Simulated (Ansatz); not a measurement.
# Mo2CO2 MXene monolayer in a perpendicular field

Aim: how the Mo2CO2 MXene monolayer screens a field along its normal, and what the field does to its bands. A positive field points along +c.

Method: plane-wave DFT, PBE-D3(BJ), Ansatz PAW (set soft_1); PAW set soft_1, in Ansatz 0.2.0.

### Step 1. Set-up

The cell holds 5 atoms: 2 O, 2 Mo and 1 C. Its edges and angles: a = 3.025 Å, b = 3.025 Å, c = 40.019 Å, α = 90.0°, β = 90.0°, γ = 120.0°. Vacuum lies along c.

### Step 2. Relaxation

The starting cell is a guess, so the in-plane lattice and the atoms are relaxed first, with the slab cut off from its images along the normal.

The input, input.yaml:

```yaml
crystal:
  lattice:
    - [3.024736, 0.0, 0.0]
    - [-1.512368, 2.6194982157, 0.0]
    - [0.0, 0.0, 40.0190393186]
  atoms:
    - { symbol: O, position: [0.3333333333, 0.6666666667, 0.443538883] }
    - { symbol: Mo, position: [0.6666666667, 0.3333333333, 0.4701771892] }
    - { symbol: C, position: [0.0, 0.0, 0.5] }
    - { symbol: Mo, position: [0.3333333333, 0.6666666667, 0.5298228108] }
    - { symbol: O, position: [0.6666666667, 0.3333333333, 0.556461117] }
  periodic: [true, true, false]
kpoints:
  mp_grid: { grid: [12, 12, 1] }
hamiltonian:
  xc: pbe
  dispersion: d3bj
  pseudopotentials: { kind: paw, azcp: { folder: soft_1 } }
scf:
  occupations: { method: fermi_dirac, width: 0.05 }
  convergence: { dr2_threshold: 1.0e-09 }
relax:
  f_tol: 0.004
  max_steps: 90
  cell: {}
output:
  write_potential: true
  write_density: true
  volumetric_format: npy
```

Run with:

```
$ ansatz run input.yaml --threads 2 --pin off --max-ram 3072MiB --backend cpu --events-out ev --progress --plain --runs-dir out
```

Numbers of over 12 decimals in the logs are rounded to 6 here.

What it wrote:

```text
Warning: relax.cell: scf.convergence.dr2_threshold = 1e-9 eV is looser than the 2.37188834691e-10 eV advised for a relaxation that steers and ends on the stress (1e-10 eV for each atom of the cell: 5, times the square of relax.cell.stress_2d_tol = 0.05 N/m over 14.5 Å (the atoms' height at the walk's start and 5 Å past either face), 3.444e-2 GPa, over a crystal's default 0.05). What an SCF threshold leaves in a stress goes as its square root, and in the free energy as the threshold itself, and one threshold admits the most on a small cell: [figures from the program's tests cut] Set scf.convergence.dr2_threshold to 2.37188834691e-10 eV or tighter. [rest of the remark cut]
Engine: ansatz 0.2.0, x86_64-unknown-linux-gnu
Pseudopotentials: kind: paw
Pseudopotential: O, paw, valence charge 6, recommended cutoff 420 eV (normal), soft_1/O.paw.azcp
Pseudopotential: Mo, paw, valence charge 14, recommended cutoff 420 eV (normal), soft_1/Mo.paw.azcp
Pseudopotential: C, paw, valence charge 4, recommended cutoff 420 eV (normal), soft_1/C.paw.azcp
Functional definition: PBE
  parameter kappa = 0.804
  parameter beta = 0.066725
  exchange = pbe_x(kappa = kappa, mu = beta*pi^2/3)
  correlation = pbe_c(beta = beta)
Crystal: 5 atoms, lattice volume = 317.082 Å³
Basis set: ecut = 420 eV, 6109 PW (Γ), exchange–correlation on 48×48×540 points (8 copies of the dense FFT grid, shifted against one another)
Bands: 27, of which v1, the nominal top of the filled ones, is band 22 counted from 1 (21 counted from 0)
Symmetry: 12 space group operations
Space group: P-3m1 (ITA 164), of the structure as read, at distance tolerance 6.8e-5 Å
k-points: 19 of 144
Non-local potential: O, projectors of the file, l = 0: 2, l = 1: 2, l = 2: 1
Non-local potential: Mo, projectors of the file, l = 0: 3, l = 1: 2, l = 2: 2, l = 3: 1
Non-local potential: C, projectors of the file, l = 0: 2, l = 1: 2, l = 2: 1
PAW form: soft (Blöchl's): semilocal exchange-correlation on the pseudo side does not see the compensation charge
PAW one-centre angular grid: O, 110 points (default); XC on 64 Gauss nodes
PAW one-centre angular grid: Mo, 590 points (default); XC on 64 Gauss nodes
PAW one-centre angular grid: C, 110 points (default); XC on 64 Gauss nodes
Initial density: superposition of atomic densities (neutral atoms: chi_scale 0, normalization atom)
Initial wavefunctions: pseudopotential atomic-orbital guess
Functional: x = pbe(κ = 0.804, μ = 0.219515), c = pbe(β = 0.066725)
SCF iter   1: F=—  HF=-11308.143076 eV  |F-HF|=—  |Δ(HF+E_count)|=         —  Δρ=9.85e-2  dr2=3.82e1  ethr=3.10e-3  ⟨swp⟩=15.1  Hψ=4206  notcnv=0
preconditioner: auto → LDOS  [insulator: Δε(μ)=0.241 eV  Ē_g=11.154 eV  σ=0.050 eV  W_gap=0.66  n_scr=24 (ndim 8)  ℏωp=11.0 eV  f_vac=0.804  D(μ)=1.29/eV (n_scr^D=10)  ε∞_Penn≈2.0  β→1.0]
SCF iter   2: F=—  HF=-11310.467836 eV  |F-HF|=—  |Δ(HF+E_count)|=    2.32e0  Δρ=1.60e-1  dr2=9.37e1  ethr=3.10e-3  ⟨swp⟩=6.2  Hψ=2196  notcnv=0  recentre
SCF iter   3: F=—  HF=-11299.211714 eV  |F-HF|=—  |Δ(HF+E_count)|=    1.13e1  Δρ=2.70e-2  dr2=3.21e0  ethr=3.10e-3  ⟨swp⟩=5.8  Hψ=2083  notcnv=0
SCF iter   4: F=—  HF=-11298.524552 eV  |F-HF|=—  |Δ(HF+E_count)|=   6.87e-1  Δρ=6.27e-3  dr2=1.27e-1  ethr=3.10e-3  ⟨swp⟩=3.8  Hψ=1365  notcnv=0
SCF iter   5: F=—  HF=-11298.516691 eV  |F-HF|=—  |Δ(HF+E_count)|=   7.86e-3  Δρ=1.69e-3  dr2=2.06e-2  ethr=2.89e-4  ⟨swp⟩=3.9  Hψ=1300  notcnv=0  defer=2
SCF iter   6: F=—  HF=-11298.513643 eV  |F-HF|=—  |Δ(HF+E_count)|=   3.05e-3  Δρ=1.04e-3  dr2=4.37e-3  ethr=4.68e-5  ⟨swp⟩=3.7  Hψ=1177  notcnv=0
SCF iter   7: F=—  HF=-11298.513067 eV  |F-HF|=—  |Δ(HF+E_count)|=   5.75e-4  Δρ=2.73e-4  dr2=4.57e-4  ethr=9.94e-6  ⟨swp⟩=3.6  Hψ=1106  notcnv=0  defer=1
SCF iter   8: F=—  HF=-11298.513036 eV  |F-HF|=—  |Δ(HF+E_count)|=   3.15e-5  Δρ=8.40e-5  dr2=4.05e-5  ethr=1.04e-6  ⟨swp⟩=3.1  Hψ=1122  notcnv=0
SCF iter   9: F=—  HF=-11298.513042 eV  |F-HF|=—  |Δ(HF+E_count)|=   6.36e-6  Δρ=2.92e-5  dr2=6.03e-6  ethr=9.21e-8  ⟨swp⟩=2.8  Hψ=926  notcnv=0
SCF iter  10: F=—  HF=-11298.513051 eV  |F-HF|=—  |Δ(HF+E_count)|=   8.82e-6  Δρ=8.41e-6  dr2=2.51e-7  ethr=1.37e-8  ⟨swp⟩=3.7  Hψ=1243  notcnv=0
SCF iter  11: F=—  HF=-11298.513102 eV  |F-HF|=—  |Δ(HF+E_count)|=   5.09e-5  Δρ=2.72e-6  dr2=3.84e-8  ethr=5.70e-10  ⟨swp⟩=3.7  Hψ=1318  notcnv=0
SCF iter  12: F=—  HF=-11298.513102 eV  |F-HF|=—  |Δ(HF+E_count)|=   1.93e-8  Δρ=1.02e-6  dr2=5.36e-9  ethr=8.74e-11  ⟨swp⟩=2.9  Hψ=891  notcnv=0
SCF iter  13: F=-11298.513102 eV  HF=-11298.513102 eV  |F-HF|=2.09e-10  |Δ(HF+E_count)|=   4.93e-9  Δρ=1.70e-7  dr2=1.15e-10  ethr=2.27e-12  ⟨swp⟩=14.0  Hψ=5002  notcnv=0
SCF 1 converged in 13 iterations: F = -11298.513102 eV  dr2 = 1.15e-10
  greatest PAW one-centre occupation: 0.999 electrons in one spin orbital (limit 2), on the Mo atom at site 3 (counted from 0), in its partial waves of l = 0
relax step   1: F+E_penalty+E_count = -11298.51310198 eV  Δ(F+E_penalty+E_count) = +0.000e0 eV  max|allowed force component| = 1.611e0 eV/Å  Δτ_max = 0.0000 Å  P = +6.396 N/m  Ω = 317.082 Å³  fix = [c, alpha, beta]  reactions: c +0.000 N/m  (13 SCF iters, accepted)
Crystal: 5 atoms, lattice volume = 326.623 Å³
Basis set: ecut = 420 eV, 6349 PW (Γ), exchange–correlation on 48×48×540 points (8 copies of the dense FFT grid, shifted against one another)
Initial density: handed on by an earlier stage of this run
Initial wavefunctions: those handed on with the density
iter 1 solved again at ethr=6.02e-5 eV; its pass at ethr=3.10e-3 eV (dr2=2.65e-2 eV) is discarded
SCF iter   1: F=—  HF=-11298.676485 eV  |F-HF|=—  |Δ(HF+E_count)|=         —  Δρ=3.76e-3  dr2=2.82e-2  ethr=6.02e-5  ⟨swp⟩=3.8  Hψ=5100  notcnv=0
preconditioner: auto → LDOS  [insulator: Δε(μ)=0.148 eV  Ē_g=8.586 eV  σ=0.050 eV  W_gap=0.53  n_scr=24 (ndim 8)  ℏωp=10.9 eV  f_vac=0.818  D(μ)=1.92/eV (n_scr^D=12)  ε∞_Penn≈2.6  β→1.0]
SCF iter   2: F=—  HF=-11298.676591 eV  |F-HF|=—  |Δ(HF+E_count)|=   1.05e-4  Δρ=1.90e-3  dr2=1.39e-2  ethr=6.02e-5  ⟨swp⟩=3.4  Hψ=1418  notcnv=0
SCF iter   3: F=—  HF=-11298.673031 eV  |F-HF|=—  |Δ(HF+E_count)|=   3.56e-3  Δρ=5.62e-4  dr2=1.30e-3  ethr=3.15e-5  ⟨swp⟩=3.1  Hψ=1281  notcnv=0
SCF iter   4: F=—  HF=-11298.672792 eV  |F-HF|=—  |Δ(HF+E_count)|=   2.39e-4  Δρ=1.03e-4  dr2=4.13e-5  ethr=2.95e-6  ⟨swp⟩=3.5  Hψ=1165  notcnv=0
SCF iter   5: F=—  HF=-11298.672766 eV  |F-HF|=—  |Δ(HF+E_count)|=   2.60e-5  Δρ=3.41e-5  dr2=2.72e-6  ethr=9.38e-8  ⟨swp⟩=3.4  Hψ=1244  notcnv=0
SCF iter   6: F=—  HF=-11298.672812 eV  |F-HF|=—  |Δ(HF+E_count)|=   4.57e-5  Δρ=9.66e-6  dr2=2.12e-7  ethr=6.18e-9  ⟨swp⟩=3.6  Hψ=1244  notcnv=0
[...]
SCF iter   8: F=-11298.680586 eV  HF=-11298.680586 eV  |F-HF|=1.51e-8  |Δ(HF+E_count)|=   5.24e-8  Δρ=3.27e-7  dr2=1.93e-10  ethr=2.27e-12  ⟨swp⟩=14.5  Hψ=5092  notcnv=0
SCF 3 converged in 8 iterations: F = -11298.680586 eV  dr2 = 1.93e-10
relax step   3: F+E_penalty+E_count = -11298.68058580 eV  Δ(F+E_penalty+E_count) = -7.773e-3 eV  max|allowed force component| = 6.074e-1 eV/Å  Δτ_max = 0.0369 Å  P = +0.574 N/m  Ω = 327.763 Å³  energy of the carried Pulay correction = -3.674e-3 eV  fix = [c, alpha, beta]  reactions: c +0.000 N/m  (8 SCF iters, accepted)
[...]
relax step   4: F+E_penalty+E_count = -11298.69009934 eV  Δ(F+E_penalty+E_count) = -9.514e-3 eV  max|allowed force component| = 1.185e-1 eV/Å  Δτ_max = 0.0279 Å  P = +0.230 N/m  Ω = 326.150 Å³  energy of the carried Pulay correction = -3.127e-3 eV  fix = [c, alpha, beta]  reactions: c +0.000 N/m  (8 SCF iters, accepted)
[...]
relax step   5: F+E_penalty+E_count = -11298.69191910 eV  Δ(F+E_penalty+E_count) = -1.820e-3 eV  max|allowed force component| = 4.765e-3 eV/Å  Δτ_max = 0.0149 Å  P = +0.117 N/m  Ω = 327.260 Å³  energy of the carried Pulay correction = -3.504e-3 eV  fix = [c, alpha, beta]  reactions: c +0.000 N/m  (7 SCF iters, accepted)
[...]
relax step   6: F+E_penalty+E_count = -11298.69188072 eV  Δ(F+E_penalty+E_count) = +3.837e-5 eV  max|allowed force component| = 2.610e-4 eV/Å  Δτ_max = 0.0002 Å  P = +0.007 N/m  Ω = 327.417 Å³  energy of the carried Pulay correction = -3.557e-3 eV  fix = [c, alpha, beta]  reactions: c +0.000 N/m  (5 SCF iters, accepted)
[...]
relax step   7: F+E_penalty+E_count = -11298.69631435 eV  Δ(F+E_penalty+E_count) = -4.434e-3 eV  max|allowed force component| = 4.656e-4 eV/Å  Δτ_max = 0.0000 Å  P = +0.124 N/m  Ω = 327.417 Å³  fix = [c, alpha, beta]  reactions: c +0.000 N/m  stress off target by 1.24e-1 N/m on what of the cell is left free  SCF on the basis re-selected at this cell (its energy is not comparable with the rows above)  (6 SCF iters)
[...]
relax step   8: F+E_penalty+E_count = -11298.69626596 eV  Δ(F+E_penalty+E_count) = +4.839e-5 eV  max|allowed force component| = 2.989e-5 eV/Å  Δτ_max = 0.0006 Å  P = +0.007 N/m  Ω = 327.613 Å³  energy of the carried Pulay correction = -6.821e-5 eV  fix = [c, alpha, beta]  reactions: c +0.000 N/m  (6 SCF iters, accepted)
iter 1 solved again at ethr=3.11e-7 eV; its pass at ethr=3.10e-3 eV (dr2=1.37e-4 eV) is discarded
SCF iter   1: F=—  HF=-11298.696314 eV  |F-HF|=—  |Δ(HF+E_count)|=         —  Δρ=3.05e-6  dr2=1.00e-8  ethr=3.11e-7  ⟨swp⟩=6.6  Hψ=6877  notcnv=0
eigensolver tolerance schedule: the retry pair's looser diagonalisation over-reported the residual by 13613.63 of it (diagonalisation noise at an unbounded share of the residual, at the tolerance the schedule requests for it); recorded, not acted on — ethr = c·dr2/N_el stays at c = 1.0e-1
preconditioner: auto → LDOS  [insulator: Δε(μ)=0.162 eV  Ē_g=8.499 eV  σ=0.050 eV  W_gap=0.58  n_scr=24 (ndim 8)  ℏωp=10.9 eV  f_vac=0.816  D(μ)=1.72/eV (n_scr^D=12)  ε∞_Penn≈2.6  β→1.0]
SCF iter   2: F=—  HF=-11298.696322 eV  |F-HF|=—  |Δ(HF+E_count)|=   8.22e-6  Δρ=2.86e-6  dr2=4.20e-8  ethr=2.28e-11  ⟨swp⟩=7.4  Hψ=2589  notcnv=0
SCF iter   3: F=—  HF=-11298.696322 eV  |F-HF|=—  |Δ(HF+E_count)|=   9.69e-9  Δρ=1.04e-6  dr2=2.09e-9  ethr=2.28e-11  ⟨swp⟩=3.8  Hψ=1248  notcnv=0
SCF iter   4: F=—  HF=-11298.696322 eV  |F-HF|=—  |Δ(HF+E_count)|=   1.97e-7  Δρ=5.99e-7  dr2=1.19e-9  ethr=2.27e-12  ⟨swp⟩=18.1  Hψ=5161  notcnv=0
SCF iter   5: F=-11298.696322 eV  HF=-11298.696322 eV  |F-HF|=1.42e-8  |Δ(HF+E_count)|=   1.83e-7  Δρ=8.95e-8  dr2=2.92e-11  ethr=2.27e-12  ⟨swp⟩=12.1  Hψ=4052  notcnv=0
SCF 9 converged in 5 iterations: F = -11298.696322 eV  dr2 = 2.92e-11
relax step   9: F+E_penalty+E_count = -11298.69632215 eV  Δ(F+E_penalty+E_count) = -5.619e-5 eV  max|allowed force component| = 2.977e-5 eV/Å  Δτ_max = 0.0000 Å  P = +0.007 N/m  Ω = 327.613 Å³  fix = [c, alpha, beta]  reactions: c +0.000 N/m  stress off target by 7.28e-3 N/m on what of the cell is left free  SCF on the basis re-selected at this cell (its energy is not comparable with the rows above)  (5 SCF iters)
basis re-selected at this cell: Δ(F+E_penalty+E_count) = -5.619e-5 eV, ΔP = +0.001 N/m vs the last step (what re-selecting the basis moved, of the pressure what is left beyond the Pulay correction that the steps carried, after the strain that the cell walked since its last selection, with what the two solves' SCF thresholds leave and, on support functions, any second-order correction that the steps lacked; it is no m [...]
WARN: The output density's exchange-correlation potential varies sharply where the density is thin. Do not read a vacuum level from v_tot or v_xc, or from such a field of the output density. On a cell that repeats whose density bears no net charge and no dipole along the vacuum's axis use v_es (v_loc + v_h of the components); under efield.dipole_correction with no amplitude use v_es + v_field, which holds any externa [...]
SCF converged after 5 iterations
Free energy (F): -11298.696322 eV
Harris-Foulkes:  -11298.696322 eV  (|F-HF|=1.42e-8)
Internal energy: -11298.681483 eV  (E = F + TS)
E sigma→0 (E₀):  -11298.688903 eV
Entropy (-TS):   -0.014839 eV (-2.968 meV/atom)
Fermi energy:    -6.326541 eV
--- Per-component energies (eV) ---
  E_band       = -1165.028165
  E_kinetic    = 1267.380345
  E_local      = -178462.949103  (includes V_loc(G=0)·N_el)
  E_nonlocal   = 421.456269
  E_hartree    = 88349.601053
  E_xc         = -543.092953
  E_vxc        = -680.689399  (∫ρ·V_xc dr)
  E_paw        = -6846.038848  (= ΣΔE_a)
  E_vpaw       = -409.429561  (= ΣTr[D̂ρ^β])
  E_aug_tail   = 0.001650  (compensation charges beyond the density's cutoff)
  E_ewald      = 84516.189988
  E_disp       = -1.229885  (pairwise vdW)
  E_smearing   = -0.014839  (= −TS)
  E_closure    = -0.000000  (closes the sum)
  Σ components = -11298.696322   (vs F -11298.696322, Δ=0.00e0)
--- Forces (eV/Å), atoms counted from 1 ---
  atom   1  O      0.00000000    -0.00000000     0.00000325
  atom   2  Mo    -0.00000000     0.00000000     0.00002977
  atom   3  C     -0.00000000     0.00000000     0.00000000
  atom   4  Mo     0.00000000    -0.00000000    -0.00002977
  atom   5  O     -0.00000000     0.00000000    -0.00000325
  max |Σ_I F_I| component: 2.78e-17 eV/Å
--- 2D stress c σ (N/m, compression-positive) ---
        0.007277       0.000000       0.000000
        0.000000       0.007277      -0.000000
        0.000000      -0.000000       0.000000
  P = ½ c Tr σ = 0.0073 N/m
--- Band table (eV; the first three rows and the last of 19) ---
  k-point 0: bands = [... 18 lower, -8.6678, -8.6678, -8.5943, -8.5943, -6.9461, -6.0420, -6.0420, -4.4435, ... 1 higher]
  k-point 1: bands = [... 18 lower, -9.3631, -8.6343, -8.1601, -7.9011, -6.8850, -5.9443, -5.8995, -4.4704, ... 1 higher]
  k-point 2: bands = [... 18 lower, -9.8891, -8.7761, -8.1750, -7.3716, -6.4590, -5.6912, -5.5757, -4.5248, ... 1 higher]
  k-point 18: bands = [... 18 lower, -10.3625, -10.3625, -6.9264, -6.7863, -6.7863, -4.8365, -4.8365, -4.2165, ... 1 higher]
  the weakly bound empty levels are not read free of the cell's end (no_gap_told)
--- Relaxed structure (7 steps of the walk, 7 accepted, 2 SCFs on fresh bases) ---
  F+E_penalty+E_count = -11298.69632215 eV   max|allowed force component| = 2.977e-5 eV/Å   (the final SCF, on the basis selected at the relaxed cell)
  cell:  # Å, volume = 327.6134 Å³
    - [3.074554, 0.0, 0]
    - [-1.537277, 2.662642, 0]
    - [0, 0, 40.0190393186]
  atoms:
    - { symbol: O, position: [0.333333, 0.666667, 0.443988] }
    - { symbol: Mo, position: [0.666667, 0.333333, 0.472075] }
    - { symbol: C, position: [0, 0, 0.5] }
    - { symbol: Mo, position: [0.333333, 0.666667, 0.527925] }
    - { symbol: O, position: [0.666667, 0.333333, 0.556012] }
```

It took 33 s on 2 threads of Intel Xeon Platinum 8559C (Emerald Rapids), shared host; peak memory 0.84 GiB; 64 s of CPU time.

This run has no spin polarisation, although Mo can carry a moment.

Step by step:

```csv
step,energy less that of the first step (eV),largest force component (eV/Å),volume (Å³)
1,0.0000,1.6106,317.08
2,-0.1597,0.7268,326.62
3,-0.1675,0.6075,327.76
4,-0.1770,0.1185,326.15
5,-0.1788,0.0048,327.26
6,-0.1788,0.0003,327.42
7*,-0.1832,0.0005,327.42
8,-0.1832,0.0000,327.61
9*,-0.1832,0.0000,327.61
```

Relaxation steps marked * repeat the geometry before them on a plane-wave basis chosen anew for their cell, so energy and pressure can jump there.

Forces are held to the 12 operations that the run works with; a distortion that breaks them can't arise in this run.

```csv
cell as run,before,after,change
a (Å),3.025,3.075,+1.6 %
b (Å),3.025,3.075,+1.6 %
```

The atoms that moved most (Å, along periodic axes as changes of fractional coordinates times the final cell, across vacuum about the mean position):

```csv
atom,dx,dy,dz,length
Mo2,0.000,0.000,0.076,0.076
Mo4,0.000,0.000,-0.076,0.076
O1,0.000,0.000,0.018,0.018
O5,0.000,0.000,-0.018,0.018
```

The relaxed structure:

```cif
data_structure
_symmetry_space_group_name_H-M 'P 1'
_symmetry_Int_Tables_number 1
_cell_length_a 3.0746
_cell_length_b 3.0746
_cell_length_c 40.0190
_cell_angle_alpha 90.000
_cell_angle_beta 90.000
_cell_angle_gamma 120.000
_cell_volume 327.61
loop_
_atom_site_label
_atom_site_type_symbol
_atom_site_fract_x
_atom_site_fract_y
_atom_site_fract_z
_atom_site_occupancy
O1 O 0.33333 0.66667 0.44399 1
Mo2 Mo 0.66667 0.33333 0.47208 1
C3 C 0.00000 0.00000 0.50000 1
Mo4 Mo 0.33333 0.66667 0.52792 1
O5 O 0.66667 0.33333 0.55601 1
```

This step gave:

- energy at zero smearing: -11298.6889 eV

The lattice constant a goes from 3.025 to 3.075 Å.

(Part 1 of 2 ends here.)

[Logs are printed without paths, hosts, clocks, repeated set-up lines and the standing remarks that a program may print on its own settings, such as how far it seeks lower states.]

[Hosts, paths, dates, database ids (printed as entryN), source tags and the programs' standing remarks are cut or masked in the printed files.]

[Maps of the electrostatic potential energy from Ansatz leave out the sawtooth potential of an applied field or a dipole correction, so their vacuum need not be flat; planar profiles and work functions include it.]
